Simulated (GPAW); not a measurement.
# STM contrast on C/Mo(110), part 2 of 2

Aim: Tersoff-Hamann images of C/Mo(110) at several biases.

GPAW 26.7.0; GPAW, PAW setups; slab in vacuum, relaxation (the session's first sound run).

So far. Step 2 (Relaxation): The relaxation lowered the energy of the cell by 0.992 eV (energies extrapolated to zero smearing; the optimiser's log prints free energies). The largest force left on a free atom is 0.013 eV/Å.

**3. The slab's potential (continued)**

Local density of states summed over the bias window over a1 and a2. Sample bias -1 V, constant height 4.0 Å over the top atom.

Values in units of 1e-6 arbitrary, 15 rows by 15 columns:
```
1.6 1.5 1.4 1.3 1.2 1.2 1.1 1.1 1.1 1.1 1.2 1.2 1.4 1.5 1.5
1.5 1.4 1.4 1.3 1.2 1.2 1.1 1.1 1.1 1.1 1.1 1.2 1.3 1.4 1.5
1.4 1.3 1.3 1.3 1.2 1.1 1.1 1.0 1.0 1.0 1.1 1.2 1.2 1.3 1.4
1.3 1.2 1.2 1.2 1.1 1.0 1.0 0.9 0.9 1.0 1.0 1.1 1.2 1.2 1.2
1.2 1.2 1.2 1.1 1.0 0.9 0.9 0.9 0.9 0.9 0.9 1.0 1.1 1.1 1.2
1.1 1.1 1.1 1.1 1.0 0.9 0.8 0.8 0.8 0.9 0.9 1.0 1.0 1.1 1.1
1.1 1.1 1.1 1.0 0.9 0.9 0.8 0.8 0.8 0.8 0.9 0.9 1.0 1.1 1.1
1.1 1.1 1.1 1.0 0.9 0.9 0.8 0.8 0.8 0.8 0.9 0.9 1.0 1.1 1.1
1.1 1.1 1.1 1.0 1.0 0.9 0.9 0.8 0.8 0.8 0.9 1.0 1.1 1.1 1.1
1.2 1.2 1.1 1.1 1.0 0.9 0.9 0.9 0.9 0.9 0.9 1.0 1.1 1.2 1.2
1.3 1.2 1.2 1.2 1.1 1.0 1.0 0.9 0.9 1.0 1.0 1.1 1.2 1.2 1.2
1.4 1.4 1.3 1.2 1.2 1.1 1.0 1.0 1.0 1.1 1.1 1.2 1.3 1.3 1.3
1.5 1.5 1.4 1.3 1.2 1.1 1.1 1.1 1.1 1.1 1.2 1.2 1.3 1.4 1.4
1.6 1.5 1.5 1.4 1.2 1.2 1.1 1.1 1.1 1.1 1.2 1.2 1.3 1.4 1.5
1.6 1.6 1.5 1.4 1.3 1.2 1.1 1.1 1.1 1.1 1.2 1.3 1.4 1.5 1.6
```
Columns: a1 from 0 to 0.933; rows upwards: a2 from 0 to 0.933.

Tip height over the top atom over a1 and a2. Sample bias 1.5 V, constant current at the mean current 4.0 Å over the top atom.

Values in Å, 15 rows by 15 columns:
```
4.05 4.05 4.04 4.03 4.02 4.01 4.00 3.99 3.99 3.99 4.00 4.01 4.03 4.04 4.05
4.04 4.04 4.04 4.03 4.02 4.00 3.99 3.99 3.99 3.99 3.99 4.01 4.02 4.03 4.04
4.03 4.03 4.03 4.02 4.01 4.00 3.98 3.98 3.98 3.98 3.98 4.00 4.01 4.02 4.03
4.02 4.02 4.02 4.01 4.00 3.99 3.98 3.97 3.97 3.98 3.98 3.98 4.00 4.01 4.01
4.00 4.01 4.00 4.00 3.99 3.98 3.97 3.96 3.96 3.97 3.97 3.98 3.98 3.99 4.00
4.00 4.00 3.99 3.98 3.98 3.97 3.96 3.96 3.96 3.96 3.97 3.98 3.98 3.99 3.99
3.99 3.99 3.99 3.98 3.97 3.96 3.96 3.95 3.95 3.96 3.96 3.97 3.98 3.99 3.99
3.99 3.99 3.99 3.98 3.97 3.96 3.96 3.95 3.95 3.96 3.96 3.97 3.98 3.99 3.99
4.00 3.99 3.99 3.98 3.98 3.97 3.96 3.96 3.96 3.96 3.97 3.98 3.98 3.99 4.00
4.00 4.00 3.99 3.98 3.98 3.97 3.97 3.96 3.96 3.97 3.98 3.99 4.00 4.00 4.01
4.02 4.01 4.01 4.00 3.98 3.98 3.98 3.97 3.97 3.98 3.99 4.00 4.01 4.02 4.02
4.03 4.03 4.02 4.01 4.00 3.98 3.98 3.98 3.98 3.98 4.00 4.01 4.02 4.03 4.03
4.04 4.04 4.03 4.02 4.01 3.99 3.99 3.99 3.99 3.99 4.00 4.02 4.03 4.04 4.04
4.05 4.05 4.04 4.03 4.01 4.00 3.99 3.99 3.99 4.00 4.01 4.02 4.03 4.04 4.05
4.06 4.05 4.04 4.03 4.02 4.00 4.00 3.99 3.99 4.00 4.00 4.02 4.03 4.04 4.05
```
Columns: a1 from 0 to 0.933; rows upwards: a2 from 0 to 0.933.

Local density of states summed over the bias window over a1 and a2. Sample bias 1.5 V, constant height 4.0 Å over the top atom.

Ten even steps from '0' (1.05 × 1e-6 arbitrary) to '9' (1.41 × 1e-6 arbitrary):
```
988754333334678
887654322234567
776643222223456
555432111112344
444321100111233
333211000011223
332210000001223
332210000001223
332211000011233
433211100112344
544321111123455
765432222234667
876543222345678
987643333345788
998754333345789
```
Columns: a1 from 0 to 0.933; rows upwards: a2 from 0 to 0.933.

Force by atom:

```csv
atom,x (eV/Å),y (eV/Å),z (eV/Å),size
Mo1,0.000,0.000,0.633,0.633
Mo2,0.000,0.000,-0.640,0.640
Mo3,0.000,0.000,0.001,0.001
Mo4,0.000,0.000,-0.007,0.007
C5,0.000,0.000,0.012,0.012
```

The potential is flat to 0.002 eV/Å where it is read, so the vacuum is wide enough.

**4. A changed run**

One more run, with changed settings.

Contents of run.py:

```python
import json
import numpy as np
from ase import Atoms
from gpaw import GPAW, PW

slab = Atoms(
    ['Mo', 'Mo', 'Mo', 'Mo', 'C'],
    positions=[
        [0.00000, 0.00000, 7.00000],
        [2.22739, -0.00000, 9.22739],
        [0.00000, 0.00000, 11.44503],
        [2.22739, -0.00000, 13.79014],
        [0.00000, -0.00000, 14.91751]],
    cell=[[2.22739, -1.575, 0.0], [2.22739, 1.575, 0.0], [0.0, 0.0, 22.35828]],
    pbc=[True, True, False])

slab.calc = GPAW(mode=PW(500), xc='PBE', kpts={'size': (12, 12, 1), 'gamma': True},
                 occupations={'name': 'fermi-dirac', 'width': 0.1}, nbands='160%',
                 convergence={'density': 1e-05}, maxiter=6,
                 poissonsolver={'dipolelayer': 'xy'},
                 symmetry={'tolerance': 1e-3}, txt='slab.txt')
result = {}
energy = slab.get_potential_energy()
fermi = slab.calc.get_fermi_level()
v = slab.calc.get_electrostatic_potential().mean((0, 1)) - fermi
n = slab.calc.get_pseudo_density().mean((0, 1))
L = slab.cell[2, 2]
z = np.arange(len(v)) * L / len(v)
low, high = slab.positions[:, 2].min(), slab.positions[:, 2].max()
below, above = np.interp([low - 4.8, high + 4.8], z, v)
slopes = [np.interp(x, z, np.gradient(v, z)) for x in (low - 4.8, high + 4.8)]
eps = np.array([[slab.calc.get_eigenvalues(k, s) for k in range(len(slab.calc.get_ibz_k_points()))]
                for s in range(slab.calc.get_number_of_spins())]) - fermi
top, bottom = eps[eps < 0].max(), eps[eps > 0].min()
dipole = slab.get_dipole_moment()[2]
print(f'energy {energy:.4f} eV, Fermi level {fermi:.4f} eV, dipole {dipole:.5f} e A')
print(f'potential 4.8 A off the faces, from the Fermi level: lower {below:.4f} eV, upper {above:.4f} eV')
print(f'slope of the potential there: lower {slopes[0]:.5f}, upper {slopes[1]:.5f} eV/A')
print(f'nearest levels on the mesh: {top:.4f} and {bottom:.4f} eV')
print('magnetic moment', round(slab.get_magnetic_moment(), 3))
result.update(energy=energy, fermi=fermi, dipole=dipole, below=below, above=above, slopes=slopes, edges=[top, bottom],
              z=z.tolist(), v=v.tolist(), n=n.tolist(), positions=slab.positions.tolist(),
              forces=slab.get_forces(apply_constraint=False).tolist(), moments=slab.get_magnetic_moments().tolist())
json.dump(result, open('result.json', 'w'))
```

On the command line:

```bash
$ OMP_NUM_THREADS=1 OPENBLAS_NUM_THREADS=1 python run.py
```

What it wrote:

```text
gpaw.KohnShamConvergenceError
```

Elapsed: 84 s, on 1 thread of Arm Neoverse V1, shared host; peak memory 0.34 GiB.

The run stopped without converging, so none of its numbers is a property of the system.

The fault put into the input: too few SCF iterations (maxiter = 6).

**5. Outcome**

| Property | Result |
| --- | --- |
| work function, upper and lower face | 6.399 and 4.588 eV |
| dipole along the normal | -0.0701 e Å |
| corrugation at -2 V | 0.212 Å |
| corrugation at -1 V | 0.240 Å |
| corrugation at 1.5 V | 0.107 Å |

In words: The corrugation at constant current is largest at -1 V, where the tip height varies by 0.24 Å over the cell. Negative sample bias images filled states, positive bias empty ones. The two faces differ by 1.8 eV, the step that the slab's dipole makes (e p/(ε0 A) gives 1.8 eV), so the dipole layer is needed. The images are of Tersoff-Hamann type: an s-wave tip, no tip-sample forces, heights closer than in a microscope. The cell of 7.02 Å² holds one C, started on one chosen site; other sites and coverages weren't tried. The in-plane lattice was kept as typed, which isn't the functional's own and leaves some strain; spin-orbit coupling and temperature are left out.

[Logs are printed without paths, hosts, clocks, repeated set-up lines and the standing remarks that a program may print on its own settings, such as how far it seeks lower states.]

[Hosts, paths, dates, database ids (printed as entryN), source tags and the programs' standing remarks are cut or masked in the printed files.]
